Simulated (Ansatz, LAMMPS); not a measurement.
# Al in place of Ga at several sites of Ga2O3 with crystalline order left by the classical run (80 atoms): runs compared

Aim: make Al in place of Ga at several sites of Ga2O3 with crystalline order left by the classical run (80 atoms), relax each, and compare their energies.

Computed with Ansatz 0.2.0: Kohn-Sham DFT, PBE, PAW (set soft_2), plane waves.

### 1. The cell as built

The cell holds 80 atoms: 32 Ga and 48 O. Cell: a = 9.332 Å, b = 9.332 Å, c = 9.332 Å, α = 90.0°, β = 90.0°, γ = 90.0°. 80 atoms (32 Fe, 48 O) placed at random at 4.44 g/cm³, melted at 5000 K for 10 ps at fixed volume with the Morse and Coulomb pair potential with partial charges (Pedone, Malavasi, Menziani, Cormack and Segre, J. Phys. Chem. B 110, 11780 (2006)). Quenched from 5000 K to 300 K at 20 K/ps and fixed volume, held 10 ps at zero pressure, then minimised at fixed cell. Then Fe was replaced by Ga and the cell scaled by 1.003 (the potential has no terms for the new elements, so the cell is a start for a DFT relaxation).

What the set-up can't give: The quench rate of 20 K/ps far exceeds what a furnace or splat quench reaches, so expect more defects and frozen-in strain than in a real sample. The network of bonds at the start is that of the classical potential that made the cell, and needn't be the one that DFT or experiment would give. Sampling is at Γ alone, for a cell whose shortest periodic width is 9 Å.

### 2. The reference run

The reference is a single point at the end of the relaxation.

Every defect cell starts from the geometry of this run and is relaxed in the fixed cell.

Its input, with most atom lines left out:

```yaml
crystal:
  lattice:
    - [9.33223, 0.0, 0.0]
    - [0.0, 9.33223, 0.0]
    - [0.0, 0.0, 9.33223]
  atoms:
    - { symbol: Ga, position: [0.78448, 0.89967, 0.32875] }
    - { symbol: Ga, position: [0.62179, 0.61306, 0.28434] }
    - { symbol: Ga, position: [0.79076, 0.80733, 0.01068] }
    - { symbol: Ga, position: [0.78699, 0.10829, 0.81564] }
    - { symbol: Ga, position: [0.27737, 0.13771, 0.55729] }
    - { symbol: Ga, position: [0.28065, 0.10486, 0.07826] }
    - { symbol: Ga, position: [0.42684, 0.80322, 0.0169] }
    [... atom lines 8 to 80 left out ...]
kpoints:
  mp_grid: { grid: [1, 1, 1] }
hamiltonian:
  xc: pbe
scf:
  occupations: { method: fermi_dirac, width: 0.025 }
output:
  forces: true
  stress: true
  populations: intrinsic
  dos:
    method: { smearing: { sigma: 0.15 } }
    de: 0.1
    projected: { site_lists: { Ga: [Ga], O: [O] } }
  eigenvalues: true
  write_density: true
  write_potential: true
  volumetric_format: npy
```

```
free energy per atom   : -1853.9069 eV/atom
r.m.s. force component : 0.00741 eV/Å
pressure               : 9.455 GPa
```

Filled and empty levels are parted by 2.32 eV (at Γ alone); a semilocal functional tends to put such gaps too low. In a disordered cell it changes from sample to sample, and tail or defect levels can set it.

### 3. The runs

Each row is one run, on 4 threads of Arm Neoverse V1, shared host. The free energy is the program's total, comparable only between runs with the same functional, potentials and atoms.

```csv
run,atoms,outcome,"ionic steps, all passes",free energy (eV),time,host memory (GiB)
Single point at the start,80,converged,-,-148310.866,10 s,1.3
Relaxation,80,converged,5,-148312.550,46 s,1.3
Single point at the relaxed geometry,80,converged,-,-148312.550,16 s,1.4
"Al on a site of Ga, site Ga19",80,converged,7,-145070.005,2.6 min,2.1
"Al on a site of Ga, site Ga28",80,converged,7,-145069.789,2.6 min,2.1
"Al on a site of Ga, site Ga9",80,converged,6,-145070.117,2.3 min,2.1
"Al on a site of Ga, site Ga31",80,converged,6,-145069.925,2.4 min,2.1
"Al on a site of Ga, site Ga4",80,converged,6,-145070.062,2.5 min,2.2
"Al on a site of Ga, site Ga32",80,converged,7,-145069.867,2.5 min,2.1
```

In some runs the program notes that starting moments were not kept.

Local excerpt of 10 atoms (numbers count through the whole input) about site Ga9, the cheapest one, after relaxation; x, y, z are measured from there.

```csv
atom,x,y,z,distance (Å),bonds
Al9,0.01,0.01,-0.04,0.05,6
O52,-1.43,-0.93,0.64,1.82,3
O64,0.01,1.42,1.18,1.85,4
O70,0.14,-1.19,-1.50,1.92,4
O47,1.54,-0.91,0.78,1.96,4
O50,-1.42,1.01,-0.99,2.00,4
O68,1.58,0.86,-0.89,2.00,4
Ga10,1.23,0.05,-2.57,2.85,5
Ga2,-2.98,-0.05,-0.16,2.99,6
Ga1,-1.47,2.60,0.24,3.00,6
```

The column of bonds counts only the pairs O-Ga within 2.50 Å, O-Al within 2.38 Å; other neighbours, such as metal atoms beside each other in a compound, aren't counted, and periodic images can show an atom twice.

### 4. The sites compared

All these cells hold the same atoms, so their energies can be compared with no chemical potential.

```csv
site,neighbours,mean distance (Å),atoms within 6 Å,energy over the best site (eV),before relaxation (eV),gain on relaxing (eV)
Ga9,O6,1.99,86,0.00,0.00,0.23
Ga4,O6,2.01,81,0.05,0.06,0.23
Ga19,O4,1.85,82,0.11,0.14,0.25
Ga31,O5,1.97,85,0.19,0.17,0.21
Ga32,O4,1.87,89,0.25,0.24,0.22
Ga28,O6,2.08,87,0.33,0.27,0.17
```

Neighbours are those of the relaxed host within 2.48 Å (O-Ga); other pairs aren't counted.

### 5. What came out

The cheapest site is Ga9 (6 neighbours, O6); the dearest, Ga28 (6 neighbours, O6), costs 0.33 eV more. By coordination the energies over the best site are 0.11 to 0.25 eV with 4 neighbours, 0.19 eV with 5 neighbours and 0.00 to 0.33 eV with 6 neighbours. Relaxation gains 0.17 to 0.25 eV and leaves the best site the same.

Caveats: Defects are neutral and interact with their images. The reference ran with fermi-dirac smearing of 0.025 eV, but 6 of the 6 defect cells with fermi-dirac smearing of 0.025 eV, spin polarised. In a disordered cell the relaxation can also rearrange atoms far from the site. In the spin-polarised runs the search for a state of lower energy was switched off. Only 6 of the 32 Ga sites were tried; unless symmetry makes the others alike to these, a cheaper one may exist. The stress is far from hydrostatic: its diagonal is 4.4, 10.3, 13.6 GPa, compression counted positive. The pressure of 9.5 GPa means that a free cell would grow at this level.

The DFT runs together took 16 min of wall time.

[Logs are printed without paths, hosts, clocks, repeated set-up lines and the standing remarks that a program may print on its own settings, such as how far it seeks lower states.]

[Hosts, paths, dates, database ids (printed as entryN), source tags and the programs' standing remarks are cut or masked in the printed files.]
